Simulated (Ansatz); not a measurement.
## TiTe2 monolayer (2H): phonons and vibrational spectra

Wanted: phonon frequencies of TiTe2 monolayer (2H) and what follows from them.

Method: DFT LDA, scalar-relativistic, plane waves, PAW, in Ansatz 0.2.0.

**1. Starting point**

The cell holds 3 atoms: 1 Ti and 2 Te. Its edges and angles: a = 3.730 Å, b = 3.730 Å, c = 20.000 Å, α = 90.0°, β = 90.0°, γ = 120.0°. Vacuum lies along c.

**2. Rough relaxation**

The start is far from rest, so a relaxation with loose tolerances brings it close first.

The program solves this slab on a cell height of its own, 31.0 Å, in place of the one typed.

File input.yaml:

```yaml
crystal:
  lattice:
    - [3.73, 0.0, 0.0]
    - [-1.865, 3.23027, 0.0]
    - [0.0, 0.0, 20.0]
  atoms:
    - { symbol: Ti, position: [0.333333, 0.666667, 0.5] }
    - { symbol: Te, position: [0.666667, 0.333333, 0.59] }
    - { symbol: Te, position: [0.666667, 0.333333, 0.41] }
  periodic: [true, true, false]
kpoints:
  mp_grid: { grid: [6, 6, 1] }
hamiltonian:
  xc: lda
scf:
  occupations: { method: gaussian, width: 0.1 }
output:
  forces: true
  stress: true
  eigenvalues: true
relax:
  adjacent_minimum: "off"
  f_tol: 0.05
  max_steps: 80
  cell: { stress_2d_tol: 0.02 }
```

Run with:

```bash
> ansatz run input.yaml --threads 8 --pin off --max-ram 14336MiB --backend cpu --events-out ev --progress --plain --runs-dir out
```

Numbers of over 12 decimals in the logs are rounded to 6 here.

The log of the run:

```text
[...]
F+E_penalty+E_count = -16106.26611780 eV   max|allowed force component| = 1.275e-3 eV/Å   (the final SCF, on the basis selected at the relaxed cell)
  cell:  # Å, volume = 353.2595 Å³
    - [3.627444, 0.0, 0]
    - [-1.813722, 3.141459, 0]
    - [0, 0, 31.0]
  atoms:
    - { symbol: Ti, position: [0.333333, 0.666667, 0.322581] }
    - { symbol: Te, position: [0.666667, 0.333333, 0.379765] }
    - { symbol: Te, position: [0.666667, 0.333333, 0.265396] }
[key lines of the parts left out:]
SCF converged after 8 iterations
Free energy (F): -16106.266118 eV
Fermi energy:    -5.454737 eV
P = ½ c Tr σ = -0.0059 N/m
```

Run time: 8.7 s. Hardware: 8 threads of Arm Neoverse V1, shared host; peak memory 0.73 GiB; 61 s of CPU time.

The steps of the relaxation:

| step | energy less that of the first step (eV) | largest force component (eV/Å) | volume (Å³) |
| --- | --- | --- | --- |
| 1 | 0.0000 | 0.6061 | 373.52 |
| 2 | 0.0318 | 1.1455 | 361.16 |
| 3 | -0.0720 | 0.0825 | 361.25 |
| 4 | -0.0797 | 0.0317 | 353.02 |
| 5 | -0.0798 | 0.0012 | 353.26 |
| 6* | -0.0788 | 0.0013 | 353.26 |

Relaxation steps marked * repeat the geometry before them on a plane-wave basis chosen anew for their cell, so energy and pressure can jump there. Relaxation step 2 was tried and not accepted.

The run keeps the 12 symmetry operations that it works with, so distortions that break them were not tested.

| cell as run | before | after | change |
| --- | --- | --- | --- |
| a (Å) | 3.730 | 3.627 | -2.7 % |
| b (Å) | 3.730 | 3.627 | -2.7 % |

The atoms that moved most (Å, along periodic axes as changes of fractional coordinates times the final cell, across vacuum about the mean position):

| atom | dx | dy | dz | length |
| --- | --- | --- | --- | --- |
| Te3 | 0.000 | 0.000 | 0.027 | 0.027 |
| Te2 | 0.000 | 0.000 | -0.027 | 0.027 |

Final coordinates:

```xyz
3
Lattice="3.6274 0.0000 0.0000 -1.8137 3.1415 0.0000 0.0000 0.0000 31.0000" Properties=species:S:1:pos:R:3
Ti    0.0000    2.0943   10.0000
Te    1.8137    1.0472   11.7727
Te    1.8137    1.0472    8.2273
```

This step gave:

```
gap on the k-mesh : 0 eV
area per atom     : 3.798 Å²
```

The relaxation ends with a largest force component of 0.0013 eV/Å.

**3. Relaxation**

The cell and atoms are relaxed, since residual forces and stress would shift the frequencies.

File input.yaml:

```yaml
crystal:
  lattice:
    - [3.6274443027, 0.0, 0.0]
    - [-1.8137221514, 3.141458917, 0.0]
    - [0.0, 0.0, 31.0]
  atoms:
    - { symbol: Ti, position: [0.3333333333, 0.6666666667, 0.3225806452] }
    - { symbol: Te, position: [0.6666666667, 0.3333333333, 0.3797653124] }
    - { symbol: Te, position: [0.6666666667, 0.3333333333, 0.2653959779] }
  periodic: [true, true, false]
kpoints:
  mp_grid: { grid: [15, 15, 1] }
hamiltonian:
  xc: lda
scf:
  occupations: { method: gaussian, width: 0.1 }
output:
  forces: true
  stress: true
  eigenvalues: true
  write_density: true
  write_potential: true
  elf: true
  volumetric_format: npy
relax:
  adjacent_minimum: "off"
  f_tol: 0.005
  max_steps: 80
  cell: { stress_2d_tol: 0.02 }
```

The log of the run:

```text
[...]
Crystal: 3 atoms, lattice volume = 353.259 Å³
Basis set: ecut = 420 eV, 6775 PW (Γ)
Bands: 27, of which v1, the nominal top of the filled ones, is band 22 counted from 1 (21 counted from 0)
Symmetry: 12 space group operations
[...]
k-points: 27 of 225 (time reversal used)
[...]
SCF iter   1: F=—  HF=-16106.312256 eV  |F-HF|=—  |Δ(HF+E_count)|=         —  Δρ=4.52e-3  dr2=1.50e-1  ethr=1.77e-3  ⟨swp⟩=13.0  Hψ=4866  notcnv=0
[...]
SCF iter   8: F=-16106.292572 eV  HF=-16106.292572 eV  |F-HF|=8.43e-9  |Δ(HF+E_count)|=   5.01e-8  Δρ=1.18e-6  dr2=5.00e-9  ethr=2.27e-10  ⟨swp⟩=20.8  Hψ=7138  notcnv=0
SCF 1 converged in 8 iterations: F = -16106.292572 eV  dr2 = 5.00e-9
[...]
relax step   1: F+E_penalty+E_count = -16106.29257200 eV  Δ(F+E_penalty+E_count) = +0.000e0 eV  max|allowed force component| = 3.138e-2 eV/Å  Δτ_max = 0.0000 Å  P = -0.309 N/m  Ω = 353.259 Å³  fix = [c, alpha, beta]  reactions: c -0.000 N/m  (8 SCF iters, dr2 threshold 1.00e-7 eV, accepted)
Crystal: 3 atoms, lattice volume = 349.816 Å³
Basis set: ecut = 420 eV, 6727 PW (Γ)
[...]
SCF iter   6: F=-16106.293579 eV  HF=-16106.293579 eV  |F-HF|=2.50e-8  |Δ(HF+E_count)|=   1.89e-7  Δρ=2.09e-6  dr2=1.45e-8  ethr=2.95e-10  ⟨swp⟩=18.1  Hψ=6843  notcnv=0
SCF 2 converged in 6 iterations: F = -16106.293579 eV  dr2 = 1.45e-8
[...]
relax step   2: F+E_penalty+E_count = -16106.29357877 eV  Δ(F+E_penalty+E_count) = -1.007e-3 eV  max|allowed force component| = 8.762e-2 eV/Å  Δτ_max = 0.0180 Å  P = -0.224 N/m  Ω = 349.816 Å³  energy of the carried Pulay correction = +1.890e-4 eV  fix = [c, alpha, beta]  reactions: c -0.000 N/m  (6 SCF iters, dr2 threshold 1.30e-7 eV, accepted)
Crystal: 3 atoms, lattice volume = 349.870 Å³
[...]
SCF iter   5: F=-16106.294274 eV  HF=-16106.294274 eV  |F-HF|=8.03e-8  |Δ(HF+E_count)|=   2.60e-7  Δρ=2.91e-6  dr2=3.83e-8  ethr=6.82e-10  ⟨swp⟩=19.9  Hψ=7612  notcnv=0
SCF 3 converged in 5 iterations: F = -16106.294274 eV  dr2 = 3.83e-8
relax step   3: F+E_penalty+E_count = -16106.29427416 eV  Δ(F+E_penalty+E_count) = -6.954e-4 eV  max|allowed force component| = 1.905e-2 eV/Å  Δτ_max = 0.0067 Å  P = -0.096 N/m  Ω = 349.870 Å³  energy of the carried Pulay correction = +1.860e-4 eV  fix = [c, alpha, beta]  reactions: c -0.000 N/m  (5 SCF iters, dr2 threshold 3.00e-7 eV, accepted)
[...]
relax step   4: F+E_penalty+E_count = -16106.29437184 eV  Δ(F+E_penalty+E_count) = -9.768e-5 eV  max|allowed force component| = 5.997e-5 eV/Å  Δτ_max = 0.0009 Å  P = -0.013 N/m  Ω = 349.376 Å³  energy of the carried Pulay correction = +2.133e-4 eV  fix = [c, alpha, beta]  reactions: c -0.000 N/m  (5 SCF iters, dr2 threshold 2.27e-8 eV, accepted)
[...]
SCF iter   1: F=—  HF=-16106.294111 eV  |F-HF|=—  |Δ(HF+E_count)|=         —  Δρ=6.31e-6  dr2=3.22e-8  ethr=4.85e-7  ⟨swp⟩=5.5  Hψ=7270  notcnv=0
eigensolver tolerance schedule: the retry pair's looser diagonalisation over-reported the residual by 6632.76 of it (diagonalisation noise at an unbounded share of the residual, at the tolerance the schedule requests for it); recorded, not acted on — ethr = c·dr2/N_el stays at c = 1.0e-1
[...]
SCF iter   2: F=—  HF=-16106.294160 eV  |F-HF|=—  |Δ(HF+E_count)|=   4.85e-5  Δρ=3.69e-6  dr2=1.58e-7  ethr=7.31e-11  ⟨swp⟩=5.5  Hψ=2383  notcnv=0
[...]
SCF iter   7: F=-16106.294160 eV  HF=-16106.294160 eV  |F-HF|=5.82e-11  |Δ(HF+E_count)|=  3.82e-11  Δρ=8.64e-9  dr2=6.29e-13  ethr=1.00e-12  ⟨swp⟩=12.9  Hψ=5432  notcnv=0
SCF 5 converged in 7 iterations: F = -16106.294160 eV  dr2 = 6.29e-13
relax step   5: F+E_penalty+E_count = -16106.29415996 eV  Δ(F+E_penalty+E_count) = +2.119e-4 eV  max|allowed force component| = 7.791e-5 eV/Å  Δτ_max = 0.0000 Å  P = -0.014 N/m  Ω = 349.376 Å³  fix = [c, alpha, beta]  reactions: c -0.000 N/m  stress off target by 1.41e-2 N/m on what of the cell is left free  SCF on the basis re-selected at this cell (its energy is not comparable with the rows above)  (7 SCF iters)
[...]
WARN: The output density's exchange-correlation potential varies sharply where the density is thin. Do not read a vacuum level from v_tot or v_xc, or from such a field of the output density. On a cell that repeats whose density bears no net charge and no dipole along the vacuum's axis use v_es (v_loc + v_h of the components); under efield.dipole_correction with no amplitude use v_es + v_field, which holds any externa [...]
SCF converged after 7 iterations
Free energy (F): -16106.294160 eV
[...]
Internal energy: -16106.286049 eV  (E = F + TS)
E sigma→0 (E₀):  -16106.290104 eV
Entropy (-TS):   -0.008111 eV (-2.704 meV/atom)
Fermi energy:    -5.382769 eV
[...]
--- Forces (eV/Å), atoms counted from 1 ---
  atom   1  Ti     0.00000000    -0.00000000     0.00000000
  atom   2  Te    -0.00000000     0.00000000     0.00007791
  atom   3  Te    -0.00000000     0.00000000    -0.00007791
  max |Σ_I F_I| component: 3.70e-17 eV/Å
--- 2D stress c σ (N/m, compression-positive) ---
       -0.014105      -0.000000      -0.000000
       -0.000000      -0.014105      -0.000000
        0.000000       0.000000       0.000000
  P = ½ c Tr σ = -0.0141 N/m
--- Band table (eV; the first three rows and the last of 27) ---
  k-point 0: bands = [... 18 lower, -6.0797, -6.0797, -5.2893, -5.2893, -4.7540, -2.2736, -2.2736, -2.1284, ... 1 higher]
  k-point 1: bands = [... 18 lower, -6.2531, -6.0543, -5.3730, -5.3726, -4.7621, -2.5093, -2.4359, -2.2415, ... 1 higher]
  k-point 2: bands = [... 18 lower, -6.7440, -5.9829, -5.6644, -5.5896, -4.8094, -2.9632, -2.8873, -2.5235, ... 1 higher]
  k-point 26: bands = [... 18 lower, -8.8843, -8.0598, -7.8441, -6.2373, -4.5732, -3.7692, -3.0680, -2.8728, ... 1 higher]
--- Relaxed structure (4 steps of the walk, 4 accepted, 1 SCFs on fresh bases) ---
[...]
cell:  # Å, volume = 349.3764 Å³
    - [3.607452, 2.8708420972285307e-11, 0.0]
    - [-1.803726, 3.124145, 0.0]
    - [0.0, 0.0, 31.0]
  atoms:
    - { symbol: Ti, position: [0.333333, 0.666667, 0.322581] }
    - { symbol: Te, position: [0.666667, 0.333333, 0.380102] }
    - { symbol: Te, position: [0.666667, 0.333333, 0.265059] }
```

Run time: 23 s. Hardware: 8 threads; peak memory 0.93 GiB.

Step by step:

| step | energy less that of the first step (eV) | largest force component (eV/Å) | volume (Å³) |
| --- | --- | --- | --- |
| 1 | 0.0000 | 0.0314 | 353.26 |
| 2 | -0.0010 | 0.0876 | 349.82 |
| 3 | -0.0017 | 0.0190 | 349.87 |
| 4 | -0.0018 | 0.0001 | 349.38 |
| 5* | -0.0016 | 0.0001 | 349.38 |

Relaxation steps marked * repeat the geometry before them on a plane-wave basis chosen anew for their cell, so energy and pressure can jump there.

The run keeps the 12 symmetry operations that it works with, so distortions that break them were not tested.

| cell as run | before | after | change |
| --- | --- | --- | --- |
| a (Å) | 3.627 | 3.607 | -0.6 % |
| b (Å) | 3.627 | 3.607 | -0.6 % |

The atoms that moved most (Å, along periodic axes as changes of fractional coordinates times the final cell, across vacuum about the mean position):

| atom | dx | dy | dz | length |
| --- | --- | --- | --- | --- |
| Te2 | 0.000 | 0.000 | 0.010 | 0.010 |
| Te3 | 0.000 | 0.000 | -0.010 | 0.010 |

Final coordinates:

```xyz
3
Lattice="3.6075 0.0000 0.0000 -1.8037 3.1241 0.0000 0.0000 0.0000 31.0000" Properties=species:S:1:pos:R:3
Ti    0.0000    2.0828   10.0000
Te    1.8037    1.0414   11.7832
Te    1.8037    1.0414    8.2168
```

Numbers from this step:

```yaml
area_per_atom: 3.757 Å²
```

Valence density in the ac plane at fractional y = 0.333, with atoms of Te within 0.2 Å of it. It is the smooth field of the valence electrons, not physical close to the nuclei.

Ten steps, logarithmic in the rise over the least value, from '0' (0 e/Å³) to '9' (10 e/Å³), each cell a mean:
```
00000000000000
00000000000000
00000000000000
00000000000000
00000000000000
00000000000000
00000000000000
00000000000000
00000000000000
00000000000000
00000000000000
00000000000000
00000000000000
00000011111110
21112346899753
22222234676543
22222223333322
22112357999854
10001123444321
00000000000000
00000000000000
00000000000000
00000000000000
00000000000000
```
Columns run along a (3.6 Å), rows up along c (31.0 Å). Atoms in or near the plane, at fractional coordinates: Te at (0.67, 0.38), Te at (0.67, 0.27).

ELF in the ac plane at fractional y = 0.333, with atoms of Te within 0.2 Å of it. It is the smooth field of the valence electrons, not physical close to the nuclei.

Ten even steps from '_' (0.00) to '@' (0.75), each cell a mean:
```
____________________________
____________________________
____________________________
____________________________
____________________________
____________________________
____________________________
____________________________
____________________________
____________________________
____________________________
____________________________
______________..::::::....__
--..____::++%%@@@@@@@@@@%%**
##==::--**####++--::::==**##
++--::--==******++====++****
--......::==++++++++++++++==
##++--==####**==......--++##
++::__..==##@@@@@@@@@@@@@@%%
__________..::==++++++==--..
____________________________
____________________________
____________________________
____________________________
```
Columns run along a (3.6 Å), rows up along c (31.0 Å). Atoms in or near the plane, at fractional coordinates: Te at (0.67, 0.38), Te at (0.67, 0.27).

Electrostatic potential energy in the ac plane at fractional y = 0.333, with atoms of Te within 0.2 Å of it. With pseudopotentials it is smooth inside the atoms' cores, unlike the true potential.

Ten even steps from '0' (-19 eV) to '9' (0 eV), each cell a mean:
```
99999999999999
99999999999999
99999999999999
99999999999999
99999999999999
99999999999999
99999999999999
99999999999999
99999999999999
99999999999999
99999999999999
99999999999999
99999999999999
99999998888899
68887413666412
66666533454334
65445665555566
67887303898600
89999865555567
99999999999999
99999999999999
99999999999999
99999999999999
99999999999999
```
Columns run along a (3.6 Å; values clipped at the 3rd and 97th percentile), rows up along c (31.0 Å). Atoms in or near the plane, at fractional coordinates: Te at (0.67, 0.38), Te at (0.67, 0.27).

**4. Relaxing to small forces for the phonons**

Phonons need a cell at rest on their own settings, so the relaxation is repeated with tight tolerances on forces and stress, using the mesh and the filling of the phonon run that follows.

input.yaml, the sections that differ from step 3:

```yaml
crystal:
  lattice:
    - [3.6074523989, 0.0, 0.0]
    - [-1.8037261995, 3.1241454204, 0.0]
    - [0.0, 0.0, 31.0]
  atoms:
    - { symbol: Ti, position: [0.3333333333, 0.6666666667, 0.3225806452] }
    - { symbol: Te, position: [0.6666666667, 0.3333333333, 0.3801021284] }
    - { symbol: Te, position: [0.6666666667, 0.3333333333, 0.2650591619] }
  periodic: [true, true, false]
scf:
  occupations: { method: methfessel_paxton, width: 0.15 }
relax:
  adjacent_minimum: "off"
  f_tol: 0.001
  max_steps: 60
  cell: { stress_2d_tol: 0.002 }
# kpoints, hamiltonian, output: as in step 3
```

The log of the run:

```text
[...]
Crystal: 3 atoms, lattice volume = 349.376 Å³
Basis set: ecut = 420 eV, 6715 PW (Γ)
Bands: 27, of which v1, the nominal top of the filled ones, is band 22 counted from 1 (21 counted from 0)
Symmetry: 12 space group operations
[...]
k-points: 27 of 225 (time reversal used)
[...]
--- Relaxed structure (5 steps of the walk, 4 accepted, 1 SCFs on fresh bases) ---
[...]
cell:  # Å, volume = 349.5558 Å³
    - [3.608378, 2.8874991725445577e-11, 0.0]
    - [-1.804189, 3.124947, 0.0]
    - [0.0, 0.0, 31.0]
  atoms:
    - { symbol: Ti, position: [0.333333, 0.666667, 0.322581] }
    - { symbol: Te, position: [0.666667, 0.333333, 0.380076] }
    - { symbol: Te, position: [0.666667, 0.333333, 0.265085] }
[key lines of the parts left out:]
SCF converged after 8 iterations
Free energy (F): -16106.290727 eV
Fermi energy:    -5.384829 eV
P = ½ c Tr σ = 0.0000 N/m
```

It took 26 s on 8 threads; peak memory 0.94 GiB.

Little changed from the start: no atom moved by 0.005 Å and no cell edge by 0.1 %.

This step gave:

```
area per atom : 3.759 Å²
```

Electrostatic potential energy in the ac plane at fractional y = 0.333, with atoms of Te within 0.2 Å of it. With pseudopotentials it is smooth inside the atoms' cores, unlike the true potential.

Values in eV, 24 rows by 14 columns, each cell a mean:
```
  0   0   0   0   0   0   0   0   0   0   0   0   0   0
  0   0   0   0   0   0   0   0   0   0   0   0   0   0
  0   0   0   0   0   0   0   0   0   0   0   0   0   0
  0   0   0   0   0   0   0   0   0   0   0   0   0   0
  0   0   0   0   0   0   0   0   0   0   0   0   0   0
  0   0   0   0   0   0   0   0   0   0   0   0   0   0
  0   0   0   0   0   0   0   0   0   0   0   0   0   0
  0   0   0   0   0   0   0   0   0   0   0   0   0   0
  0   0   0   0   0   0   0   0   0   0   0   0   0   0
  0   0   0   0   0   0   0   0   0   0   0   0   0   0
  0   0   0   0   0   0   0   0   0   0   0   0   0   0
  0   0   0   0   0   0   0   0   0   0   0   0   0   0
  0   0   0   0   0   0   0   0   0   0   0   0   0   0
 -1  -1   0   0  -1  -1  -2  -2  -3  -4  -3  -3  -2  -1
 -6  -3  -2  -3  -5 -11 -16 -12  -7  -6  -6  -9 -16 -14
 -6  -6  -6  -6  -6  -8 -12 -12 -10  -9 -10 -11 -12 -10
 -7  -9 -10  -9  -8  -7  -7  -8  -9  -9  -9  -8  -7  -6
 -7  -4  -3  -3  -6 -13 -19 -12  -3  -1  -2  -7 -17 -17
 -2  -1  -1  -1  -2  -3  -6  -8  -9  -9  -9  -9  -7  -4
  0   0   0   0   0   0   0   0   0   0   0   0   0   0
  0   0   0   0   0   0   0   0   0   0   0   0   0   0
  0   0   0   0   0   0   0   0   0   0   0   0   0   0
  0   0   0   0   0   0   0   0   0   0   0   0   0   0
  0   0   0   0   0   0   0   0   0   0   0   0   0   0
```
Columns run along a (3.6 Å; values clipped at the 3rd and 97th percentile), rows up along c (31.0 Å). Atoms in or near the plane, at fractional coordinates: Te at (0.67, 0.38), Te at (0.67, 0.27).

ELF in the ac plane at fractional y = 0.333, with atoms of Te within 0.2 Å of it. It is the smooth field of the valence electrons, not physical close to the nuclei.

Ten even steps from '_' (0.00) to '@' (0.75), each cell a mean:
```
____________________________
____________________________
____________________________
____________________________
____________________________
____________________________
____________________________
____________________________
____________________________
____________________________
____________________________
____________________________
______________..::::::....__
--..____::++%%@@@@@@@@@@%%**
##==::--**####++--::::==**##
++--::--==******++====++****
--......::==++++++++++++++==
##++--==####**==......--++##
++::__..==##@@@@@@@@@@@@@@%%
__________..::==++++++==--..
____________________________
____________________________
____________________________
____________________________
```
Columns run along a (3.6 Å), rows up along c (31.0 Å). Atoms in or near the plane, at fractional coordinates: Te at (0.67, 0.38), Te at (0.67, 0.27).

Valence density in the ac plane at fractional y = 0.333, with atoms of Te within 0.2 Å of it. It is the smooth field of the valence electrons, not physical close to the nuclei.

Ten steps, logarithmic in the rise over the least value, from '_' (0 e/Å³) to '@' (10 e/Å³), each cell a mean:
```
____________________________
____________________________
____________________________
____________________________
____________________________
____________________________
____________________________
____________________________
____________________________
____________________________
____________________________
____________________________
____________________________
____________..............__
::......::--==**%%@@@@##++--
::::::::::::--==**##**++==--
::::::::::::::----------::::
::::....::--++##@@@@@@%%++==
..______....::--======--::..
____________________________
____________________________
____________________________
____________________________
____________________________
```
Columns run along a (3.6 Å), rows up along c (31.0 Å). Atoms in or near the plane, at fractional coordinates: Te at (0.67, 0.38), Te at (0.67, 0.27).

The largest force component left is 0.028 meV/Å, within the tolerances set.

(Continued in part 2 of 2.)

[Logs are printed without paths, hosts, clocks, repeated set-up lines and the standing remarks that a program may print on its own settings, such as how far it seeks lower states.]

[Hosts, paths, dates, database ids (printed as entryN), source tags and the programs' standing remarks are cut or masked in the printed files.]
